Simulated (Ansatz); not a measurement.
# Structural relaxation of a frame of liquid (Cs,Li)Cl from 900 K (108 atoms)

Aim: bring a frame of liquid (Cs,Li)Cl from 900 K (108 atoms) to a nearby minimum of the energy and see what moves.

Program: Ansatz 0.2.0. Level of theory: Kohn-Sham DFT, PBE, PAW (set soft_2), plane waves. Results are calculated unless marked as measured.

**1. The starting structure**

The cell holds 108 atoms: 37 Cs, 17 Li and 54 Cl. Cell: a = 16.229 Å, b = 16.229 Å, c = 16.229 Å, α = 90.0°, β = 90.0°, γ = 90.0°. 108 atoms (37 Cs, 17 Li, 54 Cl) placed at random at 2.56 g/cm³, melted at 1600 K for 10 ps at fixed volume with the Lennard-Jones and Coulomb ion parameters for SPC/E (Joung and Cheatham, J. Phys. Chem. B 112, 9020 (2008)), full charges. Snapshot at the end of a hold of 15 ps at 900 K and zero pressure.

Limits known from the start: The network of bonds at the start is that of the classical potential that made the cell. The ion parameters were fitted for water, not for melts, so the density of this cell may lie well off the real melt's. Sampling is at Γ alone, for a cell whose shortest periodic width is 16 Å. The levels lack spin–orbit coupling, which is large for the heavy elements here.

**2. Single point at the start**

A single point comes first, to see the forces before anything moves.

Input file input.yaml:

```yaml
crystal:
  lattice:
    - [16.22871, 0.0, 0.0]
    - [0.0, 16.22871, 0.0]
    - [0.0, 0.0, 16.22871]
  atoms:
    - { symbol: Cs, position: [0.33237, 0.0635, 0.85781] }
    - { symbol: Cs, position: [0.14565, 0.30463, 0.1252] }
    - { symbol: Cs, position: [0.73388, 0.27362, 0.62856] }
    - { symbol: Cs, position: [0.90901, 0.89596, 0.29742] }
    [... 98 atom lines left out ...]
    - { symbol: Cl, position: [0.25727, 0.17444, 0.03327] }
    - { symbol: Cl, position: [0.00772, 0.3817, 0.93436] }
    - { symbol: Cl, position: [0.28706, 0.93844, 0.46373] }
    - { symbol: Cl, position: [0.42974, 0.92793, 0.71563] }
    - { symbol: Cl, position: [0.7674, 0.86133, 0.55339] }
    - { symbol: Cl, position: [0.39132, 0.72958, 0.60137] }
kpoints:
  mp_grid: { grid: [1, 1, 1] }
hamiltonian:
  xc: pbe
scf:
  occupations: { method: gaussian, width: 0.025 }
output:
  forces: true
  stress: true
  populations: true
  dos:
    method: { smearing: { sigma: 0.15 } }
    de: 0.1
    projected: { site_lists: { Cl: [Cl], Cs: [Cs], Li: [Li] } }
  eigenvalues: true
```

The run is started by

```sh
> ansatz run input.yaml --threads 4 --pin off --max-ram 8192MiB --backend cpu --events-out ev --progress --plain --runs-dir out
```

Elapsed: 86 s, on 4 threads of Arm Neoverse V2, shared host; peak memory 5.5 GiB; 5.6 min of CPU time.

The run gave:

```
free energy                                      : -271781.9360 eV
free energy per atom                             : -2516.4994 eV/atom
SCF cycles                                       : 8
pressure                                         : 1.389 GPa
r.m.s. force component                           : 0.434 eV/Å
longest force                                    : 2.381 eV/Å
Fermi energy                                     : 2.887 eV
gap (highest filled to lowest empty level) : 3.821 eV
spilling of the projection                       : 0.00547
```

The r.m.s. force component of 0.43 eV/Å and the pressure of 1.4 GPa set the starting point.

Neighbours are counted within 3.98 Å (Cl-Cs), 3.12 Å (Cl-Li).

Length of the force by element and coordination:

| element | coordination | atoms | mean length of the force (eV/Å) | spread | least | most |
| --- | --- | --- | --- | --- | --- | --- |
| Cl | all | 54 | 0.676 | 0.401 | 0.120 | 2.38 |
| Cl | 3 | 6 | 0.829 | 0.466 | 0.409 | 1.78 |
| Cl | 4 | 16 | 0.746 | 0.499 | 0.291 | 2.38 |
| Cl | 5 | 27 | 0.594 | 0.265 | 0.120 | 1.16 |
| Cl | 6 | 5 | 0.710 | 0.464 | 0.268 | 1.57 |
| Cs | all | 37 | 0.698 | 0.394 | 0.137 | 1.73 |
| Cs | 3 | 2 | 0.501 | 0.0821 | 0.419 | 0.583 |
| Cs | 4 | 6 | 0.495 | 0.251 | 0.209 | 0.880 |
| Cs | 5 | 22 | 0.794 | 0.462 | 0.137 | 1.73 |
| Cs | 6 | 6 | 0.610 | 0.125 | 0.486 | 0.860 |
| Cs | 7 | 1 | 0.717 | 0 | 0.717 | 0.717 |
| Li | all | 17 | 0.430 | 0.209 | 0.152 | 0.899 |
| Li | 3 | 4 | 0.518 | 0.203 | 0.269 | 0.816 |
| Li | 4 | 13 | 0.404 | 0.204 | 0.152 | 0.899 |

**3. Relaxation**

The atoms are relaxed in the fixed cell, aiming at the force tolerance of the input.

input.yaml, the sections that differ from step 2:

```yaml
output:
  forces: true
relax:
  f_tol: 0.03
  max_steps: 83
# crystal, kpoints, hamiltonian, scf: as in step 2
```

Elapsed: 25 min, on 4 threads; peak memory 5.4 GiB; 1.7 h of CPU time.

The steps of the relaxation (22 of 44):

| step | energy less that of the first step (eV) | largest force component (eV/Å) |
| --- | --- | --- |
| 1 | 0.0000 | 1.7438 |
| 3 | -7.2829 | 0.4294 |
| 5 | -9.7482 | 0.1723 |
| 7 | -10.6770 | 0.1487 |
| 9 | -11.1844 | 0.1769 |
| 11 | -11.4786 | 0.1138 |
| 13 | -11.8552 | 0.0679 |
| 15 | -11.9991 | 0.1040 |
| 17 | -12.1072 | 0.0669 |
| 19 | -12.2068 | 0.0871 |
| 21 | -12.3105 | 0.1049 |
| 24 | -12.4261 | 0.0663 |
| 26 | -12.4834 | 0.0372 |
| 28 | -12.5123 | 0.0437 |
| 30 | -12.5374 | 0.0367 |
| 32 | -12.5555 | 0.0235 |
| 34 | -12.5890 | 0.0473 |
| 36 | -12.6495 | 0.0532 |
| 38 | -12.7115 | 0.0369 |
| 40 | -12.7405 | 0.0467 |
| 42 | -12.7614 | 0.0275 |
| 44 | -12.7692 | 0.0104 |

The atoms that moved most (Å):

| atom | dx | dy | dz | length |
| --- | --- | --- | --- | --- |
| Cs9 | 2.507 | 0.380 | -0.293 | 2.552 |
| Cl81 | 1.704 | 0.913 | -0.452 | 1.985 |
| Cl94 | 1.295 | -1.468 | 0.261 | 1.975 |
| Cs17 | -1.321 | 0.692 | -1.269 | 1.959 |
| Cl60 | -1.468 | -0.480 | -1.127 | 1.912 |
| Cs16 | 0.514 | -1.137 | 1.375 | 1.857 |
| Cs6 | 1.115 | 1.443 | -0.072 | 1.825 |
| Cs25 | -0.078 | -1.672 | -0.485 | 1.742 |

The relaxation changed the energy by -118 meV/atom, and atoms moved by 0.97 Å r.m.s., 2.6 Å at most.

**4. Structure statistics after relaxation**

Bonds before and after, by the cutoffs listed below:

| pair | bonds before | bonds after | mean before (Å) | mean after (Å) | spread before (Å) | spread after (Å) |
| --- | --- | --- | --- | --- | --- | --- |
| Cl-Cs | 192 | 215 | 3.396 | 3.551 | 0.281 | 0.176 |
| Cl-Li | 63 | 65 | 2.536 | 2.398 | 0.166 | 0.079 |

Density 2.7 g/cm³, 39.58 Å³ an atom.

Pair distribution functions g(r), in bins of 0.2 Å:

| r (Å) | total | Cl-Cl | Cl-Cs | Cl-Li | Cs-Cs | Cs-Li | Li-Li |
| --- | --- | --- | --- | --- | --- | --- | --- |
| 2.20 | 0.45 | 0.00 | 0.00 | 2.87 | 0.00 | 0.00 | 0.00 |
| 2.40 | 2.50 | 0.00 | 0.00 | 15.90 | 0.00 | 0.00 | 0.00 |
| 2.60 | 0.36 | 0.00 | 0.00 | 2.29 | 0.00 | 0.00 | 0.00 |
| 2.80 | 0.00 | 0.00 | 0.00 | 0.00 | 0.00 | 0.00 | 0.00 |
| 3.00 | 0.06 | 0.00 | 0.00 | 0.00 | 0.00 | 0.00 | 2.58 |
| 3.20 | 0.25 | 0.00 | 0.32 | 0.00 | 0.00 | 0.00 | 5.80 |
| 3.40 | 2.67 | 0.00 | 7.79 | 0.00 | 0.00 | 0.00 | 0.00 |
| 3.60 | 1.76 | 0.81 | 4.21 | 0.00 | 0.00 | 0.40 | 2.81 |
| 3.80 | 1.42 | 2.49 | 1.72 | 0.00 | 0.00 | 1.90 | 0.00 |
| 4.00 | 1.23 | 2.40 | 0.58 | 0.59 | 0.00 | 2.69 | 2.25 |
| 4.20 | 0.99 | 1.40 | 0.28 | 0.11 | 1.11 | 3.54 | 0.68 |
| 4.40 | 1.02 | 1.27 | 0.53 | 0.49 | 1.68 | 1.70 | 2.49 |
| 4.60 | 0.88 | 1.27 | 0.20 | 0.88 | 2.49 | 0.64 | 0.00 |
| 4.80 | 0.90 | 1.16 | 0.37 | 0.57 | 2.02 | 1.17 | 1.03 |
| 5.00 | 0.89 | 0.93 | 0.31 | 0.89 | 2.08 | 1.50 | 0.00 |
| 5.20 | 0.76 | 0.86 | 0.47 | 0.81 | 1.56 | 0.69 | 0.00 |
| 5.40 | 0.80 | 0.96 | 0.55 | 0.95 | 0.94 | 1.03 | 0.00 |
| 5.60 | 0.97 | 1.04 | 0.73 | 1.42 | 0.79 | 1.30 | 0.37 |
| 5.80 | 0.87 | 0.66 | 0.71 | 1.33 | 1.04 | 1.21 | 0.00 |
| 6.00 | 0.93 | 0.97 | 1.01 | 1.04 | 0.96 | 0.61 | 0.00 |
| 6.20 | 1.04 | 0.82 | 1.17 | 1.35 | 0.84 | 0.99 | 0.60 |
| 6.40 | 1.00 | 1.11 | 0.92 | 1.40 | 0.97 | 0.40 | 1.15 |
| 6.60 | 1.00 | 0.78 | 1.23 | 0.90 | 1.26 | 0.43 | 2.17 |
| 6.80 | 1.17 | 1.31 | 1.21 | 1.08 | 1.39 | 0.46 | 1.77 |
| 7.00 | 1.04 | 1.03 | 1.20 | 1.10 | 0.96 | 0.66 | 0.72 |
| 7.20 | 1.14 | 1.05 | 1.42 | 1.07 | 0.67 | 0.94 | 1.81 |
| 7.40 | 1.08 | 0.78 | 1.45 | 1.25 | 0.73 | 0.88 | 0.64 |
| 7.60 | 1.00 | 0.85 | 1.18 | 0.93 | 0.77 | 1.03 | 1.42 |

Bonds by pair of elements; cutoffs follow the first minimum of g(r), held within bounds set by covalent radii, and pairs that aren't listed don't count as bonded:

| pair A-B | cutoff (Å) | bonds | mean length (Å) | spread (Å) | shortest (Å) | B about A | A about B |
| --- | --- | --- | --- | --- | --- | --- | --- |
| Cl-Cs | 4.18 | 215 | 3.55 | 0.176 | 3.27 | 3.98 | 5.81 |
| Cl-Li | 2.98 | 65 | 2.40 | 0.079 | 2.26 | 1.20 | 3.82 |

How many atoms have how many bonded neighbours:

| element | mean | 3 | 4 | 5 | 6 | 7 |
| --- | --- | --- | --- | --- | --- | --- |
| Cl | 5.18 | 0 | 7 | 30 | 17 | 0 |
| Cs | 5.81 | 0 | 0 | 13 | 18 | 6 |
| Li | 3.82 | 3 | 14 | 0 | 0 | 0 |

Bond angles, per cent of each kind in bins of 5°:

| angle (°) | Cl-Cs-Cl | Cs-Cl-Cs | Cs-Cl-Li | Cl-Li-Cl | Li-Cl-Li |
| --- | --- | --- | --- | --- | --- |
| 55–60 | 1.0 | 0.0 | 0.0 | 0.0 | 0.0 |
| 60–65 | 4.2 | 0.0 | 0.5 | 0.0 | 0.0 |
| 65–70 | 9.1 | 1.1 | 0.5 | 0.0 | 0.0 |
| 70–75 | 5.3 | 6.2 | 5.6 | 0.0 | 0.0 |
| 75–80 | 7.6 | 11.0 | 9.3 | 0.0 | 22.2 |
| 80–85 | 8.4 | 11.9 | 12.0 | 0.0 | 29.6 |
| 85–90 | 8.4 | 11.3 | 16.2 | 1.1 | 0.0 |
| 90–95 | 4.6 | 7.9 | 9.3 | 6.5 | 3.7 |
| 95–100 | 6.8 | 9.6 | 5.1 | 8.6 | 7.4 |
| 100–105 | 4.9 | 5.7 | 4.2 | 18.3 | 0.0 |
| 105–110 | 4.4 | 3.4 | 3.7 | 14.0 | 7.4 |
| 110–115 | 3.4 | 3.1 | 1.4 | 18.3 | 3.7 |
| 115–120 | 3.0 | 3.1 | 4.2 | 15.1 | 3.7 |
| 120–125 | 3.6 | 1.7 | 2.8 | 9.7 | 3.7 |
| 125–130 | 4.0 | 3.7 | 3.7 | 6.5 | 3.7 |
| 130–135 | 2.5 | 1.1 | 2.8 | 2.1 | 3.7 |
| 135–140 | 3.2 | 2.3 | 0.9 | 0.0 | 7.4 |
| 140–145 | 2.5 | 1.7 | 2.8 | 0.0 | 0.0 |
| 145–150 | 4.6 | 3.4 | 4.2 | 0.0 | 0.0 |
| 150–155 | 3.2 | 2.0 | 0.9 | 0.0 | 0.0 |
| 155–160 | 1.5 | 3.1 | 3.7 | 0.0 | 0.0 |
| 160–165 | 1.3 | 4.0 | 2.3 | 0.0 | 3.7 |
| 165–170 | 1.1 | 0.6 | 2.3 | 0.0 | 0.0 |
| 170–175 | 1.0 | 2.0 | 1.8 | 0.0 | 0.0 |
| 175–180 | 0.4 | 0.3 | 0.0 | 0.0 | 0.0 |

Bond angles (no mean is given where the spread exceeds 20°):

| angle | count | mean (°) | spread (°) |
| --- | --- | --- | --- |
| Cl-Cs-Cl | 526 | - | - |
| Cs-Cl-Cs | 354 | - | - |
| Cs-Cl-Li | 216 | - | - |
| Cl-Li-Cl | 93 | 110 | 10.3 |
| Li-Cl-Li | 27 | - | - |

Bond length by coordination (bonds to H left out):

| element | coordination | atoms | mean bond length (Å) |
| --- | --- | --- | --- |
| Cl | 4 | 7 | 3.12 |
| Cl | 5 | 30 | 3.24 |
| Cl | 6 | 17 | 3.39 |
| Cs | 5 | 13 | 3.49 |
| Cs | 6 | 18 | 3.55 |
| Cs | 7 | 6 | 3.65 |
| Li | 3 | 3 | 2.29 |
| Li | 4 | 14 | 2.42 |

For some of the pairs, g(r) has its first main peak near 3.9 Å (Cl-Cl), 3.5 Å (Cl-Cs), 2.4 Å (Cl-Li), 4.6 Å (Cs-Cs), 4.1 Å (Cs-Li) and 3.2 Å (Li-Li). With the cutoffs above, 56 % of Cl atoms have 5, 49 % of Cs atoms have 6 and 82 % of Li atoms have 4 bonded neighbours.

**5. Single point at the relaxed geometry**

One more single point at the end of the walk gives the fuller output and checks the residual forces.

Input file input.yaml:

```yaml
crystal:
  lattice:
    - [16.22871, 0.0, 0.0]
    - [0.0, 16.22871, 0.0]
    - [0.0, 0.0, 16.22871]
  atoms:
    - { symbol: Cs, position: [0.34117, 0.01273, 0.89492] }
    - { symbol: Cs, position: [0.1404, 0.32426, 0.1251] }
    - { symbol: Cs, position: [0.75618, 0.25708, 0.62142] }
    - { symbol: Cs, position: [0.93381, 0.90801, 0.27367] }
    [... 98 atom lines left out ...]
    - { symbol: Cl, position: [0.2399, 0.15164, 0.05054] }
    - { symbol: Cl, position: [0.00856, 0.38989, 0.95328] }
    - { symbol: Cl, position: [0.25627, 0.95872, 0.45471] }
    - { symbol: Cl, position: [0.39236, 0.97337, 0.68105] }
    - { symbol: Cl, position: [0.77545, 0.785, 0.56741] }
    - { symbol: Cl, position: [0.38616, 0.77272, 0.56302] }
kpoints:
  mp_grid: { grid: [1, 1, 1] }
hamiltonian:
  xc: pbe
scf:
  occupations: { method: gaussian, width: 0.025 }
output:
  forces: true
  stress: true
  populations: true
  dos:
    method: { smearing: { sigma: 0.1 } }
    de: 0.1
    projected: { site_lists: { Cl: [Cl], Cs: [Cs], Li: [Li] } }
  eigenvalues: true
  write_density: true
  write_potential: true
  volumetric_format: npy
```

Wall time 85 s (4 threads); peak memory 5.5 GiB.

The program notes that the exchange-correlation potential is rough where the density is thin.

The run gave:

* free energy: -271794.7052 eV
* free energy per atom: -2516.6176 eV/atom
* SCF cycles: 7
* pressure: 0.03153 GPa
* r.m.s. force component: 0.00355 eV/Å
* longest force: 0.01348 eV/Å
* Fermi energy: 2.824 eV
* gap (highest filled to lowest empty level): 4.325 eV
* spilling of the projection: 0.004889

Löwdin charges by element and coordination (they lack the spilled electrons, 0.034 e an atom on average):

| element | coordination | atoms | mean charge (e) | spread | least | most |
| --- | --- | --- | --- | --- | --- | --- |
| Cl | all | 54 | -0.715 | 0.0219 | -0.758 | -0.674 |
| Cl | 4 | 7 | -0.720 | 0.0173 | -0.749 | -0.697 |
| Cl | 5 | 30 | -0.714 | 0.0246 | -0.758 | -0.674 |
| Cl | 6 | 17 | -0.715 | 0.0179 | -0.744 | -0.691 |
| Cs | all | 37 | 0.829 | 0.0084 | 0.812 | 0.846 |
| Cs | 5 | 13 | 0.836 | 0.0068 | 0.822 | 0.846 |
| Cs | 6 | 18 | 0.826 | 0.007 | 0.812 | 0.836 |
| Cs | 7 | 6 | 0.822 | 0.0024 | 0.818 | 0.825 |
| Li | all | 17 | 0.687 | 0.0125 | 0.667 | 0.716 |
| Li | 3 | 3 | 0.707 | 0.007 | 0.699 | 0.716 |
| Li | 4 | 14 | 0.682 | 0.0082 | 0.667 | 0.701 |

Density of states as counts of states in windows of 1 eV (from the Fermi level), total and the larger projections:

| from (eV) | to (eV) | total | Cl p | Cs p | Cs s |
| --- | --- | --- | --- | --- | --- |
| -10 | -9 | 0.3 | 0.0 | 0.3 | 0.0 |
| -9 | -8 | 219.1 | 3.7 | 213.5 | 0.8 |
| -8 | -7 | 2.6 | 0.0 | 2.5 | 0.0 |
| -7 | -5 | 0.0 | 0.0 | 0.0 | 0.0 |
| -5 | -4 | 5.0 | 4.5 | 0.0 | 0.0 |
| -4 | -3 | 110.8 | 103.7 | 1.1 | 2.1 |
| -3 | -2 | 208.1 | 200.8 | 2.8 | 2.1 |
| -2 | -1 | 0.1 | 0.1 | 0.0 | 0.0 |
| -1 | 2 | 0.0 | 0.0 | 0.0 | 0.0 |
| 2 | 3 | 6.0 | 0.2 | 0.1 | 4.2 |
| 3 | 4 | 55.8 | 1.7 | 0.4 | 20.6 |
| 4 | 5 | 116.1 | 2.0 | 0.3 | 16.3 |

Between -26 and -10 eV lie 182 more states.

The stored curve holds about 728 of the 762 electrons; the rest, give or take the few that broadening carries across the Fermi level, lie in deeper levels below its range.

The levels nearest the highest filled one (over half full), pooled over k-points and spins:

| level less the highest filled one (eV) | occupation |
| --- | --- |
| -0.130 | 2 |
| -0.118 | 2 |
| -0.0993 | 2 |
| -0.072 | 2 |
| -0.0616 | 2 |
| 0 | 2 |
| 4.32 | 0 |
| 4.97 | 0 |
| 5.1 | 0 |
| 5.15 | 0 |
| 5.21 | 0 |
| 5.24 | 0 |

Mean Löwdin charges: Cl -0.71, Cs +0.83, Li +0.69 e (they miss 0.49 % of the electrons, so they add up to more than the cell's charge). The largest share in the top eV of filled states is Cl p (97 % of the projected weight), and in the lowest eV of empty states Cs s (81 % of the projected weight).

**6. Summary of results**

| Property | Result |
| --- | --- |
| energy change in the relaxation | -118.2 meV/atom |
| r.m.s. displacement | 0.973 Å |
| largest displacement | 2.552 Å |
| free energy per atom | -2516.6176 eV/atom |
| pressure | 0.03153 GPa |
| r.m.s. force component | 0.00355 eV/Å |
| gap (highest filled to lowest empty level) | 4.325 eV |
| wall time of the 3 DFT runs | 28 min |

**Reading.** Relaxation lowers the energy by 118 meV/atom and moves atoms by 0.97 Å r.m.s.; the r.m.s. force component goes from 0.43 to 0.0036 eV/Å, the pressure goes from 1.4 to 0.032 GPa, and the gap from 3.82 to 4.32 eV. By the final cutoffs 23 of 255 bonded pairs parted and 48 joined. From the first step to the last the energy fell by 12.769 eV, and the largest move was 2.55 Å (Cs9). The Cl-Cs bonds go from 3.396 Å (spread 0.281) to 3.551 Å (spread 0.176), and their number from 192 to 215. With the cutoffs above, 56 % of Cl atoms have 5, 49 % of Cs atoms have 6 and 82 % of Li atoms have 4 bonded neighbours. The highest filled and lowest empty levels differ by 4.32 eV (at Γ alone); a semilocal functional tends to put such gaps too low. In a disordered cell it changes from sample to sample and from frame to frame.

**Limits.** The starting topology of bonds comes from the classical model; in DFT 23 of its 255 bonded pairs passed out of the cutoffs and 48 came within them.

[Logs are printed without paths, hosts, clocks, repeated set-up lines and the standing remarks that a program may print on its own settings, such as how far it seeks lower states.]

[Hosts, paths, dates, database ids (printed as entryN), source tags and the programs' standing remarks are cut or masked in the printed files.]
